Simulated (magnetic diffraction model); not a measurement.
# Which magnetic order? YbBeGa4

Space group Cmcm (no. 63), a = 4.0890 Å, b = 14.8900 Å, c = 6.6720 Å.

| site | atom | x | y | z |
| --- | --- | --- | --- | --- |
| 4c | Yb | 0 | 0.6242 | 1/4 |
| 8f | Ga | 1/2 | 0.6884 | 0.9391 |
| 4c | Ga | 0 | 0.5661 | 3/4 |
| 4a | Ga | 0 | 0 | 1/2 |
| 4c | Be | 0 | 0.7220 | 3/4 |

The compound is invented for this exercise: a known structure type with other elements, its cell scaled to their sizes and not relaxed.

Only Yb is taken to order (form factors of Yb3+); orders and moment sizes are assumed, and not adapted to the symmetry. Radiation: neutrons of λ = 2.0775 Å, 5° to 60°; isotropic B of 0.47 Å² (Yb), 0.86 Å² (Ga) and 1.34 Å² (Be). The intensities are simulated: I ∝ L Σ (|F_N|² + |F_M⊥|²) for unpolarised neutrons, with F_M = 2.695 fm/μB × Σ f(s) S exp(2πi Q·r) exp(−B s²) at Q = H ± k (one set where k and −k are equivalent), only the part normal to Q counting and L = 1/(sin²θ cos θ). For collinear order S is the moment m, which repeats by lattice and centring translations R with the sign exp(−2πi k·R). Form factors are spin-only for 3d ions and dipole or tabulated for f ions, scattering lengths are Sears's of 1992, and absorption is left out. A label names one of the reflections at its angle. The strongest nuclear line in the range is 100, and lines under 0.2 are left out.

Above the ordering temperature:

```
2θ (°)    index      I
 16.04  (0 2 0)    7.6
 30.55  (1 1 0)    2.5
 35.64  (1 1 1)    2.4
 36.28  (0 0 2)    5.0
 37.27  (0 4 1)    1.2
 38.43  (1 3 0)    1.7
 39.90  (0 2 2)    0.3
 42.70  (1 3 1)    6.8
 48.14  (1 1 2)  100.0
 49.43  (0 4 2)   13.4
 49.49  (0 6 0)    1.6
 51.13  (1 5 0)   43.2
 53.05  (0 6 1)   40.3
 53.88  (1 3 2)   16.5
 54.61  (1 5 1)   48.0
 58.35  (0 2 3)    8.7
```

Below it (cell unchanged):

```tsv
2θ (°)	I
8.00	8.8
16.04	7.6
19.65	9.9
24.16	1.0
30.24	2.3
30.55	2.5
33.70	6.7
34.67	7.5
35.64	2.4
36.28	5.0
37.22	2.8
37.27	1.2
38.43	1.7
39.90	0.3
40.83	0.3
42.70	6.8
44.07	1.6
44.91	0.8
48.14	100.0
48.19	4.7
49.43	13.4
49.49	1.6
50.35	5.9
51.13	43.2
53.05	40.3
53.88	16.5
54.61	48.0
55.75	0.7
56.36	1.2
58.35	8.7
58.63	1.1
```

**Question.** Find the propagation vector, then choose among these models:
A. collinear moments along [111], 3.3 μB on Yb; signs + at (0, 0.6242, 1/4), + at (1/2, 0.8758, 3/4)
B. collinear moments along [001], 3.3 μB on Yb; signs + at (0, 0.6242, 1/4), − at (1/2, 0.8758, 3/4)
C. collinear moments along [111], 3.3 μB on Yb; signs + at (0, 0.6242, 1/4), − at (1/2, 0.8758, 3/4)
D. collinear moments along [001], 3.3 μB on Yb; signs + at (0, 0.6242, 1/4), + at (1/2, 0.8758, 3/4)

The new lines index as (0 1 0) at 8.00°, (0 1 1) at 19.65°, (0 3 0) at 24.16° and (0 3 1) at 30.24°, that is as H ± k with k = (0 1 0). The indices are whole but break the lattice centring, so the moments reverse under a centring translation, those with k·t a half-integer.

Magnetic intensity, observed (below minus above) and for each model:

| 2θ (°) | index | observed | A | B | C | D |
| --- | --- | --- | --- | --- | --- | --- |
| 8.00 | (0 1 0) | 8.8 | 8.8 | 41.5 | 9.0 | 40.7 |
| 19.65 | (0 1 1) | 9.9 | 9.9 | 2.2 | 9.7 | 2.2 |
| 29.43 | (1 0 0) | <0.2 | <0.2 | 5.8 | 5.4 | <0.2 |
| 33.70 | (1 2 0) | 6.7 | 6.7 | <0.2 | <0.2 | 8.7 |
| 34.67 | (1 0 1) | 7.5 | 7.5 | <0.2 | <0.2 | 5.9 |
| 38.42 | (1 2 1) | <0.2 | <0.2 | 10.2 | 10.3 | <0.2 |
| 48.19 | (1 4 1) | 4.7 | 4.7 | <0.2 | <0.2 | 6.8 |
| 50.35 | (1 2 2) | 5.9 | 5.9 | <0.2 | <0.2 | 3.4 |

Model A matches.

The absence at (1 0 0) is telling: the sublattices cancel there.

The structure used: k = (0 1 0), collinear moments along [111], 3.3 μB on Yb; signs + at (0, 0.6242, 1/4), + at (1/2, 0.8758, 3/4).

[Logs are printed without paths, hosts, clocks, repeated set-up lines and the standing remarks that a program may print on its own settings, such as how far it seeks lower states.]
